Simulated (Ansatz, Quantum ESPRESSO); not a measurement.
**Pt (001), fcc: biaxial strain and the free axis**

A thin film takes the in-plane lattice of its substrate and is free along the normal. How do the free axis and the stress follow the misfit? The strained cell has c along the film normal; unstrained it is a = 2.7704 Å, b = 2.7704 Å, c = 3.9179 Å, α = 90.00°, β = 90.00°, γ = 90.00°, with 2 atoms.

Calculated with Ansatz 0.2.0, PBEsol, PAW files of the set soft_1, cutoff 600 eV, Fermi–Dirac smearing 0.05 eV, k-mesh 16×16×11, no spin polarisation, no spin-orbit coupling.

Relaxed positions at 0 %:

```csv
atom,x,y,z
Pt,0.0000,0.0000,0.0000
Pt,0.5000,0.5000,0.5000
```

```
ε∥ (%)   a (Å)   c (Å)  ε⊥ (%)  σ (GPa, tension positive)
    −3  2.6873  4.0777   4.079                     −10.61
    −2  2.7150  4.0244   2.717                      −6.51
     0  2.7704  3.9179   0.000                       0.01
     1  2.7981  3.8622  −1.423                       2.24
     2  2.8258  3.8046  −2.892                       3.92
     3  2.8535  3.7454  −4.402                       5.10
```

**Question.** Fit both responses and give the free strain and the stress at −1 %, a row left out above.

Least squares with y = y0 + y1 ε + y2 ε² (ε in %) gives ε⊥ = −0.004 + (−1.4097) ε + (−0.0180) ε² and σ = −0.05 + (2.614) ε + (−0.303) ε² GPa. The linear terms put the ratio of free to applied strain at −1.410 and the biaxial modulus at 261 GPa.

At −1 % the free strain comes out as 1.387 %. The run itself gives 1.373 %, so the estimate misses by 0.014 %; the fitted rows themselves lie up to 0.026 % off the law.

The stress comes out as −2.97 GPa. The run itself gives −2.93 GPa, so the estimate misses by 0.04 GPa; the fitted rows themselves lie up to 0.06 GPa off the law.

For a cubic crystal strained in (001), ε⊥/ε∥ = −R with R = 2C12/C11, the modulus is C11 + C12 − 2C12²/C11 = C11(1 + R/2 − R²/2), so C11 = 368 GPa and C12 = 259 GPa.

The negative ε² term means that the crystal stiffens in compression and softens in tension.

The same fit over all rows at other levels or in other programs gives the strain ratio = −1.403 with PBEsol (Quantum ESPRESSO, GBRV).

[Logs are printed without paths, hosts, clocks, repeated set-up lines and the standing remarks that a program may print on its own settings, such as how far it seeks lower states.]
